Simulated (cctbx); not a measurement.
# What is wrong with this refinement?

Cell a = 4.5700 Å, b = 4.5700 Å, c = 7.4240 Å, α = 90.00°, β = 90.00°, γ = 120.00°; space group P-3m1 (no. 164). The compound is Li3Tb2Sm.

Simulated single-crystal data (cctbx): Cu Kα, λ = 1.54184 Å, to d = 0.83 Å, 70 % of the full sphere, strongest reflection 20000 counts, noise from counting, a 6 % proportional error and a noise floor of 4 counts (s.d.); no absorption, and some extinction, which the refinements don't model.

An anisotropic refinement with weights 1/σ² prints:

```text
Rint 0.047, 118 unique reflections to 0.84 A
cycle     R1     wR2    GooF  max shift (A)
   1  0.1237  0.3299  11.029   0.01150
   3  0.0191  0.0452   1.512   0.00000
final R1 0.0191 wR2 0.0452 GooF 1.512  parameters 10  data/parameter 11.8
atom        x        y        z      Ueq    occ   su(xyz)  su(Uiso or U11)
Sm1    0.66667  0.33333  0.75619   0.0057  1.000  0.00006  0.0003
Tb1    0.00000  0.00000  0.00000  -0.0027  1.000  0.00000  0.0004  NPD
Li1    0.00000  0.00000  0.50000   0.0113  1.000  0.00000  0.0081  NPD
Li2    0.66667  0.33333  0.34589   0.0014  1.000  0.00205  0.0040
difference map: max 0.82 min -2.19 rms 0.25
Q1    0.3333  0.6667  0.8545    2    0.83  1.49 A from Li2
Q2    0.0000  0.3581  0.0000    6    0.64  1.64 A from Tb1
Q3    0.1612  0.3225  0.1139    6    0.63  1.53 A from Tb1
Q4    0.0000  0.0000  0.9342    2    0.58  0.49 A from Tb1
Q5    0.1497  0.5749  0.6769    6    0.46  0.75 A from Li2
Q6    0.1105  0.5552  0.4921    6    0.41  1.49 A from Li2
```

**Question.** Can this result stand? If not, what is the likely fault?

Mend it. The fault: elements exchanged: Tb1 is Sm and Sm1 is Tb. Against the right model at the same level, R1 goes from 0.0173 to 0.0191 and GooF from 1.21 to 1.51, U of Tb1 shrinks from 0.0027 to -0.0027 Å², U of Sm1 swells from 0.0021 to 0.0057 Å² and Tb1 and Li1 go non-positive-definite. Tb1 has 3 electrons too many, yet its U moves the other way: dispersion, the scale or a false minimum can outweigh the electron count; Sm1 has 3 electrons too few, yet its U moves the other way: dispersion, the scale or a false minimum can outweigh the electron count.

The compound is Li3Tb2Sm. The right model at the same level gives:

```text
Rint 0.047, 118 unique reflections to 0.84 A
cycle     R1     wR2    GooF  max shift (A)
   1  0.0205  0.0455   1.521   0.00368
   2  0.0173  0.0361   1.206   0.00001
final R1 0.0173 wR2 0.0361 GooF 1.206  parameters 10  data/parameter 11.8
atom        x        y        z      Ueq    occ   su(xyz)  su(Uiso or U11)
Tb1    0.66667  0.33333  0.75634   0.0021  1.000  0.00005  0.0003
Sm1    0.00000  0.00000  0.00000   0.0027  1.000  0.00000  0.0003
Li1    0.00000  0.00000  0.50000   0.0124  1.000  0.00000  0.0061
Li2    0.66667  0.33333  0.34498   0.0057  1.000  0.00151  0.0033
difference map: max 0.73 min -2.28 rms 0.25
Q1    0.3333  0.6667  0.8861    2    0.73  1.72 A from Li2
Q2    0.0000  0.3659  0.0000    6    0.56  1.67 A from Sm1
Q3    0.1545  0.3090  0.1177    6    0.55  1.50 A from Sm1
Q4    0.1667  0.5833  0.8333    6    0.44  1.48 A from Li2
Q5    0.0224  0.3254  0.7579   12    0.39  1.64 A from Tb1
Q6    0.0988  0.5494  0.4993    6    0.38  1.48 A from Li2
```

Isotropic U is held between 0.0001 and 1 Å² by the program, and listed peak heights are interpolated, so they can pass the grid's maximum.

The model was made for the exercise: a known structure type with other elements put in, its volume estimated, not relaxed; displacement parameters are assumed.

[Middle refinement cycles are left out of these outputs.]

[Logs are printed without paths, hosts, clocks, repeated set-up lines and the standing remarks that a program may print on its own settings, such as how far it seeks lower states.]
